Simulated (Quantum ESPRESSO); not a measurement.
# H on hollow sites of Mo(110): a series in the coverage, part 7 of 9

What law, if any, do the results for H on hollow sites of Mo(110) follow against the coverage?

Quantum ESPRESSO 7.5; plane-wave DFT, PBE, GBRV ultrasoft pseudopotentials.

So far. Step 7 (Relaxation with pw.x, 0.1111 ML): The relaxation lowers the energy by 10 meV an atom. On the free atoms the largest force ends at 0.028 eV/Å. Step 8 (Self-consistent run, 0.1111 ML): Inside the slab this potential holds the local part of the pseudopotentials, which can be repulsive at the nuclei; only its value in the vacuum has a meaning of its own.

## Step 9: Relaxing the ions, 0.75 ML

System of this step: Mo(110), 3 layers, 4 sites a cell, 3 H on hollow sites. The cell holds 15 atoms: 12 Mo and 3 H. Cell: a = 5.471 Å, b = 5.471 Å, c = 19.570 Å, α = 90.0°, β = 90.0°, γ = 70.5°. It derives from Mo. Vacuum lies along c.

File m7.relax.in:

```
&control
  prefix = 'm7.relax'
  outdir = './out'
  pseudo_dir = './pseudo'
  nstep = 70
  forc_conv_thr = 0.0015
  calculation = 'relax'
/
&system
  ibrav = 0
  nat = 15
  ntyp = 2
  ecutwfc = 40
  ecutrho = 200
  occupations = 'smearing'
  smearing = 'mv'
  degauss = 0.02
/
&electrons
  conv_thr = 1e-07
  mixing_beta = 0.3
  electron_maxstep = 120
  mixing_mode = 'local-TF'
/
&ions
/
ATOMIC_SPECIES
  Mo  95.9500  mo_pbe_v1.uspp.F.UPF
  H   1.0080  h_pbe_v1.4.uspp.F.UPF
CELL_PARAMETERS angstrom
  4.46690354560001 -3.15857778800000 0.00000000000000
  4.46690354560001 3.15857778800000 0.00000000000000
  0.00000000000000 0.00000000000000 19.57018993403409
ATOMIC_POSITIONS crystal
  Mo  0.830000000000 0.330000000000 0.358660890608 0 0 0
  Mo  0.330000000000 0.830000000000 0.358660890608 0 0 0
  Mo  0.330000000000 0.330000000000 0.358660890608 0 0 0
  Mo  0.830000000000 0.830000000000 0.358660890608 0 0 0
  Mo  0.080000000000 0.580000000000 0.472786087161 0 0 0
  Mo  0.580000000000 0.080000000000 0.472786087161 0 0 0
  Mo  0.580000000000 0.580000000000 0.472786087161 0 0 0
  Mo  0.080000000000 0.080000000000 0.472786087161 0 0 0
  Mo  0.830000000000 0.330000000000 0.586911283714
  Mo  0.330000000000 0.830000000000 0.586911283714
  Mo  0.330000000000 0.330000000000 0.586911283714
  Mo  0.830000000000 0.830000000000 0.586911283714
  H   0.000000000000 0.500000000000 0.641339109392
  H   0.500000000000 0.000000000000 0.641339109392
  H   0.500000000000 0.500000000000 0.641339109392
K_POINTS automatic
  5 5 1 0 0 0
```

Command:

```sh
OMP_NUM_THREADS=1 mpirun -n 16 pw.x -nk 2 -in m7.relax.in > m7.relax.out
```

Log:

```text
[banner, memory and clock lines left out]
Program PWSCF v.7.5 starts
[...]
Message from routine setup:
[...]
number of electrons       =       171.00
     number of Kohn-Sham states=          103
     kinetic-energy cutoff     =      40.0000  Ry
     charge density cutoff     =     200.0000  Ry
[...]
number of k points=     9  Marzari-Vanderbilt smearing, width (Ry)=  0.0200
[...]
Dense  grid:   178029 G-vectors     FFT dimensions: (  48,  48, 180)
[...]
negative rho (up, down):  1.231E-02 0.000E+00
     Starting wfcs are  159 randomized atomic wfcs
[...]
negative rho (up, down):  5.625E-03 0.000E+00
[...]
estimated scf accuracy    <       3.56038122 Ry
[...]
negative rho (up, down):  6.682E-04 0.000E+00
[...]
estimated scf accuracy    <       2.10576124 Ry
[...]
negative rho (up, down):  1.687E-04 0.000E+00
[...]
estimated scf accuracy    <       0.41756794 Ry
[...]
negative rho (up, down):  4.422E-05 0.000E+00
[...]
estimated scf accuracy    <       0.16266607 Ry
[...]
negative rho (up, down):  3.603E-05 0.000E+00
[...]
estimated scf accuracy    <       0.08267986 Ry
[...]
negative rho (up, down):  3.769E-05 0.000E+00
[...]
estimated scf accuracy    <       0.04994525 Ry
[...]
negative rho (up, down):  4.190E-05 0.000E+00
[...]
estimated scf accuracy    <       0.02718183 Ry
[...]
negative rho (up, down):  1.755E-04 0.000E+00
[...]
estimated scf accuracy    <       0.02098178 Ry
[...]
negative rho (up, down):  2.996E-02 0.000E+00
[...]
estimated scf accuracy    <       0.02396034 Ry
[...]
negative rho (up, down):  3.338E-02 0.000E+00
[...]
estimated scf accuracy    <       0.01681276 Ry
[...]
negative rho (up, down):  1.691E-02 0.000E+00
[...]
estimated scf accuracy    <       0.00295740 Ry
[...]
negative rho (up, down):  1.900E-02 0.000E+00
[...]
estimated scf accuracy    <       0.00098299 Ry
[...]
negative rho (up, down):  1.668E-02 0.000E+00
[...]
estimated scf accuracy    <       0.00047785 Ry
[...]
negative rho (up, down):  1.376E-02 0.000E+00
[...]
estimated scf accuracy    <       0.00013272 Ry
[...]
negative rho (up, down):  1.351E-02 0.000E+00
[...]
estimated scf accuracy    <       0.00005519 Ry
[...]
negative rho (up, down):  1.343E-02 0.000E+00
[...]
estimated scf accuracy    <       0.00000484 Ry
[...]
negative rho (up, down):  1.329E-02 0.000E+00
[...]
estimated scf accuracy    <       0.00000329 Ry
[...]
negative rho (up, down):  1.343E-02 0.000E+00
[...]
estimated scf accuracy    <       0.00000544 Ry
[...]
negative rho (up, down):  1.345E-02 0.000E+00
[...]
estimated scf accuracy    <       0.00000079 Ry
[...]
negative rho (up, down):  1.347E-02 0.000E+00
[...]
estimated scf accuracy    <       0.00000036 Ry
[...]
negative rho (up, down):  1.342E-02 0.000E+00
[...]
estimated scf accuracy    <       0.00000023 Ry
[...]
negative rho (up, down):  1.338E-02 0.000E+00
[...]
the Fermi energy is     4.3937 ev
!    total energy              =   -1674.97606391 Ry
     estimated scf accuracy    <       0.00000008 Ry
     smearing contrib. (-TS)   =       0.00001998 Ry
     internal energy E=F+TS    =   -1674.97608389 Ry
[...]
one-electron contribution =  -10112.71606976 Ry
     hartree contribution      =    5058.10440929 Ry
     xc contribution           =    -233.50420057 Ry
     ewald contribution        =    3613.13977716 Ry
     convergence has been achieved in  22 iterations
     negative rho (up, down):  1.338E-02 0.000E+00
[...]
Total force =     0.051031     Total SCF correction =     0.000359
[...]
negative rho (up, down):  1.334E-02 0.000E+00
[...]
negative rho (up, down):  1.335E-02 0.000E+00
[...]
estimated scf accuracy    <       0.00085487 Ry
[...]
negative rho (up, down):  1.336E-02 0.000E+00
[...]
estimated scf accuracy    <       0.00041338 Ry
[...]
negative rho (up, down):  1.334E-02 0.000E+00
[...]
estimated scf accuracy    <       0.00004873 Ry
[...]
negative rho (up, down):  1.333E-02 0.000E+00
[...]
estimated scf accuracy    <       0.00001878 Ry
[...]
negative rho (up, down):  1.333E-02 0.000E+00
[...]
estimated scf accuracy    <       0.00000057 Ry
[...]
negative rho (up, down):  1.333E-02 0.000E+00
[...]
estimated scf accuracy    <       0.00000030 Ry
[...]
negative rho (up, down):  1.332E-02 0.000E+00
[...]
the Fermi energy is     4.3906 ev
!    total energy              =   -1674.97826444 Ry
     estimated scf accuracy    <       0.00000009 Ry
     smearing contrib. (-TS)   =       0.00011134 Ry
     internal energy E=F+TS    =   -1674.97837579 Ry
[...]
one-electron contribution =  -10129.24646539 Ry
     hartree contribution      =    5066.36329199 Ry
     xc contribution           =    -233.51193812 Ry
     ewald contribution        =    3621.41673574 Ry
     convergence has been achieved in   7 iterations
     negative rho (up, down):  1.332E-02 0.000E+00
[...]
Total force =     0.035559     Total SCF correction =     0.000720
[...]
negative rho (up, down):  1.325E-02 0.000E+00
[...]
negative rho (up, down):  1.326E-02 0.000E+00
[...]
estimated scf accuracy    <       0.00092350 Ry
[...]
negative rho (up, down):  1.327E-02 0.000E+00
[...]
estimated scf accuracy    <       0.00047287 Ry
[...]
negative rho (up, down):  1.326E-02 0.000E+00
[...]
estimated scf accuracy    <       0.00004999 Ry
[...]
negative rho (up, down):  1.325E-02 0.000E+00
[...]
estimated scf accuracy    <       0.00001709 Ry
[...]
negative rho (up, down):  1.325E-02 0.000E+00
[...]
estimated scf accuracy    <       0.00000044 Ry
[...]
negative rho (up, down):  1.325E-02 0.000E+00
[...]
estimated scf accuracy    <       0.00000033 Ry
[...]
negative rho (up, down):  1.325E-02 0.000E+00
[...]
estimated scf accuracy    <       0.00000011 Ry
[...]
negative rho (up, down):  1.325E-02 0.000E+00
[...]
estimated scf accuracy    <       0.00000001 Ry
[...]
negative rho (up, down):  1.323E-02 0.000E+00
[...]
the Fermi energy is     4.3875 ev
!    total energy              =   -1674.97985899 Ry
     estimated scf accuracy    <          8.6E-09 Ry
     smearing contrib. (-TS)   =       0.00018785 Ry
     internal energy E=F+TS    =   -1674.98004684 Ry
[...]
one-electron contribution =  -10148.55927248 Ry
     hartree contribution      =    5076.00701068 Ry
     xc contribution           =    -233.52377828 Ry
     ewald contribution        =    3631.09599325 Ry
     convergence has been achieved in   9 iterations
     negative rho (up, down):  1.323E-02 0.000E+00
[...]
Total force =     0.020771     Total SCF correction =     0.000601
[...]
negative rho (up, down):  1.315E-02 0.000E+00
[...]
negative rho (up, down):  1.316E-02 0.000E+00
[...]
estimated scf accuracy    <       0.00175282 Ry
[...]
negative rho (up, down):  1.316E-02 0.000E+00
[...]
estimated scf accuracy    <       0.00088175 Ry
[...]
negative rho (up, down):  1.313E-02 0.000E+00
[...]
estimated scf accuracy    <       0.00009329 Ry
[...]
negative rho (up, down):  1.312E-02 0.000E+00
[...]
estimated scf accuracy    <       0.00003590 Ry
[...]
negative rho (up, down):  1.312E-02 0.000E+00
[...]
estimated scf accuracy    <       0.00000104 Ry
[...]
negative rho (up, down):  1.312E-02 0.000E+00
[...]
estimated scf accuracy    <       0.00000067 Ry
[...]
negative rho (up, down):  1.312E-02 0.000E+00
[...]
estimated scf accuracy    <       0.00000018 Ry
[...]
negative rho (up, down):  1.312E-02 0.000E+00
[...]
estimated scf accuracy    <       0.00000002 Ry
[...]
negative rho (up, down):  1.311E-02 0.000E+00
[...]
the Fermi energy is     4.3831 ev
!    total energy              =   -1674.98077559 Ry
     estimated scf accuracy    <          2.1E-09 Ry
     smearing contrib. (-TS)   =       0.00024115 Ry
     internal energy E=F+TS    =   -1674.98101674 Ry
[...]
one-electron contribution =  -10175.09440859 Ry
     hartree contribution      =    5089.26670466 Ry
     xc contribution           =    -233.54439227 Ry
     ewald contribution        =    3644.39107947 Ry
     convergence has been achieved in   9 iterations
     negative rho (up, down):  1.311E-02 0.000E+00
[...]
Total force =     0.012667     Total SCF correction =     0.000180
[...]
negative rho (up, down):  1.310E-02 0.000E+00
[...]
negative rho (up, down):  1.310E-02 0.000E+00
[...]
estimated scf accuracy    <       0.00007284 Ry
[...]
negative rho (up, down):  1.309E-02 0.000E+00
[...]
estimated scf accuracy    <       0.00003739 Ry
[...]
negative rho (up, down):  1.309E-02 0.000E+00
[...]
estimated scf accuracy    <       0.00000390 Ry
[...]
negative rho (up, down):  1.308E-02 0.000E+00
[...]
estimated scf accuracy    <       0.00000102 Ry
[...]
negative rho (up, down):  1.308E-02 0.000E+00
[...]
estimated scf accuracy    <       0.00000005 Ry
[...]
negative rho (up, down):  1.308E-02 0.000E+00
[...]
estimated scf accuracy    <       0.00000003 Ry
[...]
negative rho (up, down):  1.308E-02 0.000E+00
[...]
estimated scf accuracy    <       0.00000002 Ry
[...]
negative rho (up, down):  1.309E-02 0.000E+00
[...]
the Fermi energy is     4.3825 ev
!    total energy              =   -1674.98096279 Ry
     estimated scf accuracy    <          2.2E-09 Ry
     smearing contrib. (-TS)   =       0.00023442 Ry
     internal energy E=F+TS    =   -1674.98119721 Ry
[...]
one-electron contribution =  -10180.97950589 Ry
     hartree contribution      =    5092.21049423 Ry
     xc contribution           =    -233.55120931 Ry
     ewald contribution        =    3647.33902377 Ry
     convergence has been achieved in   8 iterations
     negative rho (up, down):  1.309E-02 0.000E+00
[...]
Total force =     0.012797     Total SCF correction =     0.000132
[...]
negative rho (up, down):  1.309E-02 0.000E+00
[...]
negative rho (up, down):  1.309E-02 0.000E+00
[...]
estimated scf accuracy    <       0.00004792 Ry
[...]
negative rho (up, down):  1.308E-02 0.000E+00
[...]
estimated scf accuracy    <       0.00002385 Ry
[...]
negative rho (up, down):  1.307E-02 0.000E+00
[...]
estimated scf accuracy    <       0.00000357 Ry
[...]
negative rho (up, down):  1.306E-02 0.000E+00
[...]
estimated scf accuracy    <       0.00000037 Ry
[...]
negative rho (up, down):  1.306E-02 0.000E+00
[...]
estimated scf accuracy    <       0.00000006 Ry
[...]
negative rho (up, down):  1.306E-02 0.000E+00
[...]
estimated scf accuracy    <       0.00000002 Ry
[...]
negative rho (up, down):  1.306E-02 0.000E+00
[...]
estimated scf accuracy    <          6.7E-09 Ry
[...]
negative rho (up, down):  1.306E-02 0.000E+00
[...]
estimated scf accuracy    <          3.1E-09 Ry
[...]
negative rho (up, down):  1.307E-02 0.000E+00
[...]
estimated scf accuracy    <          2.7E-09 Ry
[...]
negative rho (up, down):  1.308E-02 0.000E+00
[...]
negative rho (up, down):  1.301E-02 0.000E+00
[...]
estimated scf accuracy    <          6.9E-09 Ry
[...]
negative rho (up, down):  1.303E-02 0.000E+00
[...]
estimated scf accuracy    <          4.1E-09 Ry
[...]
negative rho (up, down):  1.304E-02 0.000E+00
[...]
the Fermi energy is     4.3864 ev
!    total energy              =   -1674.98215682 Ry
     estimated scf accuracy    <          1.2E-09 Ry
     smearing contrib. (-TS)   =       0.00011322 Ry
     internal energy E=F+TS    =   -1674.98227004 Ry
[...]
one-electron contribution =  -10204.94106676 Ry
     hartree contribution      =    5104.21487881 Ry
     xc contribution           =    -233.59467076 Ry
     ewald contribution        =    3659.33858867 Ry
     convergence has been achieved in  13 iterations
     negative rho (up, down):  1.304E-02 0.000E+00
[...]
Total force =     0.008285     Total SCF correction =     0.000097
[...]
negative rho (up, down):  1.306E-02 0.000E+00
[...]
negative rho (up, down):  1.304E-02 0.000E+00
[...]
estimated scf accuracy    <       0.00010299 Ry
[...]
negative rho (up, down):  1.299E-02 0.000E+00
[...]
estimated scf accuracy    <       0.00005997 Ry
[...]
negative rho (up, down):  1.296E-02 0.000E+00
[...]
estimated scf accuracy    <       0.00000621 Ry
[...]
negative rho (up, down):  1.296E-02 0.000E+00
[...]
estimated scf accuracy    <       0.00000045 Ry
[...]
negative rho (up, down):  1.295E-02 0.000E+00
[...]
estimated scf accuracy    <       0.00000025 Ry
[...]
negative rho (up, down):  1.295E-02 0.000E+00
[...]
estimated scf accuracy    <       0.00000013 Ry
[...]
negative rho (up, down):  1.295E-02 0.000E+00
[...]
estimated scf accuracy    <       0.00000007 Ry
[...]
negative rho (up, down):  1.296E-02 0.000E+00
[...]
estimated scf accuracy    <       0.00000004 Ry
[...]
negative rho (up, down):  1.298E-02 0.000E+00
[...]
estimated scf accuracy    <       0.00000002 Ry
[...]
negative rho (up, down):  1.299E-02 0.000E+00
[...]
estimated scf accuracy    <          7.2E-09 Ry
[...]
negative rho (up, down):  1.302E-02 0.000E+00
[...]
estimated scf accuracy    <          4.2E-09 Ry
[...]
negative rho (up, down):  1.303E-02 0.000E+00
[...]
```

Elapsed: 7.9 min, on 16 MPI ranks of Arm Neoverse V2, shared host; peak memory 1.9 GiB.

Relaxation path:

```csv
step,energy less that of the first step (eV),largest force (eV/Å)
1,0.0000,0.7367
2,-0.0299,0.4985
3,-0.0516,0.2534
4,-0.0641,0.1737
5,-0.0667,0.1686
6,-0.0696,0.1581
7,-0.0736,0.1397
8,-0.0784,0.1104
9,-0.0829,0.1185
10,-0.0849,0.1424
11,-0.0863,0.1314
12,-0.0881,0.0838
13,-0.0893,0.0544
14,-0.0895,0.0380
```

The atoms that moved most (Å):

```csv
atom,dx,dy,dz,length
H15,0.114,0.000,-0.065,0.132
H13,0.086,-0.010,-0.053,0.102
H14,0.086,0.010,-0.053,0.102
Mo12,0.058,0.000,-0.053,0.079
Mo10,0.013,0.018,-0.058,0.062
Mo9,0.013,-0.018,-0.058,0.062
Mo11,0.023,0.000,-0.025,0.034
```

The relaxation lowers the energy by 6 meV an atom. On the free atoms the largest force ends at 0.038 eV/Å.

This step gave:

```
free energy  : -22789.2998 eV
Fermi energy : 4.396 eV
```

(Continued in part 8 of 9.)

[Logs are printed without paths, hosts, clocks, repeated set-up lines and the standing remarks that a program may print on its own settings, such as how far it seeks lower states.]

[Hosts, paths, dates, database ids (printed as entryN), source tags and the programs' standing remarks are cut or masked in the printed files.]

[Maps of the electrostatic potential energy from Ansatz leave out the sawtooth potential of an applied field or a dipole correction, so their vacuum need not be flat; planar profiles and work functions include it.]
